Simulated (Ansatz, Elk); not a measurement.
# SnH: X-ray structure factors from the self-consistent density, part 2 of 2

Structure refinements treat a crystal as free atoms side by side. For a made-up structure of SnH (cell and positions from a PBE relaxation) the runs below show what the calculated density changes in F(hkl).

Elk 11.2.3 (patched build); all-electron DFT.

So far: Set-up; Ground state and structure factors; The highest occupied states alone.

The structure was built from a prototype and need not be the compound's stable phase.

## Step 4: Another functional

Level of this step: DFT, PBEsol, all-electron APW+lo, Dirac cores, scalar-relativistic bands, static density, no spin (Elk).

The difference from free atoms is small, so it is set against the change that PBEsol makes.

elk.in

```
tasks
  0
  195

xctype
  22

spinpol
  .false.

rgkmax
  7.0

gmaxvr
  14.0

lmaxo
  7

lmaxapw
  8

swidth
  0.002

tshift
  .false.

ramdisk
  .false.

hmaxvr
  5.5

maxscl
  120

epspot
  1e-06

sppath
  './'

avec
  -3.21675219039 3.21675219039 5.58043793848
  3.21675219039 -3.21675219039 5.58043793848
  3.21675219039 3.21675219039 -5.58043793848

atoms
  2
  'Sn.in'
  1
  0.0000000000 0.0000000000 0.0000000000   0.000000 0.000000 0.000000
  'H.in'
  1
  0.7500000000 0.2500000000 0.5000000000   0.000000 0.000000 0.000000

ngridk
  9 9 9
```

Run with:

```bash
$ OMP_NUM_THREADS=4 elk
```

Numbers of over 12 decimals in the logs are rounded to 6 here.

Log:

```text
┌─────────────────────────┐
│ Elk code version 11.2.3 │
└─────────────────────────┘

All units are atomic (Hartree, Bohr, etc.)

┌─────────────────────────────────────────────────┐
│ Ground-state run starting from atomic densities │
└─────────────────────────────────────────────────┘

Lattice vectors :
  -3.216752190       3.216752190       5.580437938
   3.216752190      -3.216752190       5.580437938
   3.216752190       3.216752190      -5.580437938

Reciprocal lattice vectors :
 -0.4445135447E-16  0.9766349621      0.5629652526
[...]
Charges :
 core                        :    30.00000000
 valence                     :    21.00000000
 interstitial                :    2.280497240
 muffin-tins (core leakage)
  species : 1 (Sn)
   atom 1                    :    48.02550004     (  0.6623483725E-04)
  species : 2 (H)
   atom 1                    :   0.6940027166     (   0.000000000    )
 total in muffin-tins        :    48.71950276
 total calculated charge     :    50.99971099
 total charge                :    51.00000000
 error                       :   0.2890108849E-03

┌──────────────────────────────┐
│ Self-consistent loop stopped │
└──────────────────────────────┘

Wrote STATE.OUT
[key lines of the parts left out:]
total energy                :     -6176.8904923458
```

The job ended after 15 s (4 threads of Intel Xeon 6975P-C (Granite Rapids), shared host; peak memory 0.17 GiB).

Against the first run R = 0.01 %; the largest change is -0.023 at 112.

## Step 5: A coarser k-mesh

About half the k-points along each axis test the sampling.

elk.in, as its differences from that of step 4:

```diff
@@ -5,3 +5,3 @@
 xctype
-  22
+  20
 
@@ -58,2 +58,2 @@
 ngridk
-  9 9 9
+  4 4 4
```

Run with:

```bash
$ OMP_NUM_THREADS=4 elk
```

Log:

```text
┌─────────────────────────┐
│ Elk code version 11.2.3 │
└─────────────────────────┘

All units are atomic (Hartree, Bohr, etc.)

┌─────────────────────────────────────────────────┐
│ Ground-state run starting from atomic densities │
└─────────────────────────────────────────────────┘

Lattice vectors :
  -3.216752190       3.216752190       5.580437938
   3.216752190      -3.216752190       5.580437938
   3.216752190       3.216752190      -5.580437938

Reciprocal lattice vectors :
 -0.4445135447E-16  0.9766349621      0.5629652526
[...]
Charges :
 core                        :    30.00000000
 valence                     :    21.00000000
 interstitial                :    2.272805657
 muffin-tins (core leakage)
  species : 1 (Sn)
   atom 1                    :    48.01428419     (  0.6545516259E-04)
  species : 2 (H)
   atom 1                    :   0.7129101516     (   0.000000000    )
 total in muffin-tins        :    48.72719434
 total calculated charge     :    50.99971031
 total charge                :    51.00000000
 error                       :   0.2896901981E-03

┌──────────────────────────────┐
│ Self-consistent loop stopped │
└──────────────────────────────┘

Wrote STATE.OUT
[key lines of the parts left out:]
total energy                :     -6179.6282501045
```

Run time: 5.4 s. Hardware: 4 threads; peak memory 0.17 GiB.

Against the first run R = 0.00 %; the largest change is -0.017 at 002.

## Step 6: Basis size

A smaller basis shows how fast F responds to it; the change is likely larger than the basis error of the first run, but doesn't show convergence.

elk.in, as its differences from that of step 5:

```diff
@@ -11,3 +11,3 @@
 rgkmax
-  7.0
+  5.5
 
@@ -58,2 +58,2 @@
 ngridk
-  4 4 4
+  9 9 9
```

Run with:

```bash
$ OMP_NUM_THREADS=4 elk
```

Log:

```text
┌─────────────────────────┐
│ Elk code version 11.2.3 │
└─────────────────────────┘

All units are atomic (Hartree, Bohr, etc.)

┌─────────────────────────────────────────────────┐
│ Ground-state run starting from atomic densities │
└─────────────────────────────────────────────────┘

Lattice vectors :
  -3.216752190       3.216752190       5.580437938
   3.216752190      -3.216752190       5.580437938
   3.216752190       3.216752190      -5.580437938

Reciprocal lattice vectors :
 -0.4445135447E-16  0.9766349621      0.5629652526
[...]
Charges :
 core                        :    30.00000000
 valence                     :    21.00000000
 interstitial                :    2.280201955
 muffin-tins (core leakage)
  species : 1 (Sn)
   atom 1                    :    48.01248797     (  0.6552463507E-04)
  species : 2 (H)
   atom 1                    :   0.7073100784     (   0.000000000    )
 total in muffin-tins        :    48.71979805
 total calculated charge     :    50.99967256
 total charge                :    51.00000000
 error                       :   0.3274446966E-03

┌──────────────────────────────┐
│ Self-consistent loop stopped │
└──────────────────────────────┘

Wrote STATE.OUT
[key lines of the parts left out:]
total energy                :     -6179.6231669681
```

Elapsed: 9.8 s, on 4 threads; peak memory 0.17 GiB; 30 s of CPU time.

Against the first run R = 0.00 %; the largest change is +0.007 at 114.

## Step 7: Settings against the effect

| run | R against the first run (%) | R against neutral atoms, low angle (%) | wall time |
| --- | --- | --- | --- |
| PBE, rgkmax 7 | 0.00 | 0.10 | 14 s |
| PBEsol | 0.01 | 0.09 | 15 s |
| k-mesh 4×4×4 | 0.00 | 0.10 | 5.4 s |
| rgkmax 5.5 | 0.00 | 0.10 | 9.8 s |

## Step 8: Results

```json
{
  "R against neutral atoms, sin θ/λ < 0.3 Å⁻¹": "0.10 %",
  "R against neutral atoms, 0.3 to 0.82 Å⁻¹": "0.10 %"
}
```

**Reading.** Independent neutral atoms miss the calculated amplitudes by R = 0.10 % below 0.3 Å⁻¹ and 0.10 % from there to 0.82 Å⁻¹; by shells, 0.10 % 0.15 to 0.3 (6 forms), 0.04 % 0.3 to 0.45 (10 forms), 0.12 % above 0.45 (47 forms). Bonding, aspherical density and the tables' own atoms all enter these figures, and the runs don't part them. The largest change of an amplitude is -0.16 electrons, at 110. R counts amplitudes alone; phases shift too. The window's part falls from 4.8 electrons at the origin to at most 0.14 between 0.45 and 0.82 Å⁻¹. Below 0.3 Å⁻¹ the changes that finished (PBEsol, k-mesh 4×4×4 and rgkmax 5.5) move F by R = 0.04 % at most, against the 0.10 % that separates it from free atoms, so the difference from free atoms is only partly resolved. Part of the difference isn't bonding: the tables are fits to free atoms and ions calculated by other methods than this functional. Thermal motion, anomalous dispersion and extinction are left out.

[Logs are printed without paths, hosts, clocks, repeated set-up lines and the standing remarks that a program may print on its own settings, such as how far it seeks lower states.]

[Hosts, paths, dates, database ids (printed as entryN), source tags and the programs' standing remarks are cut or masked in the printed files.]
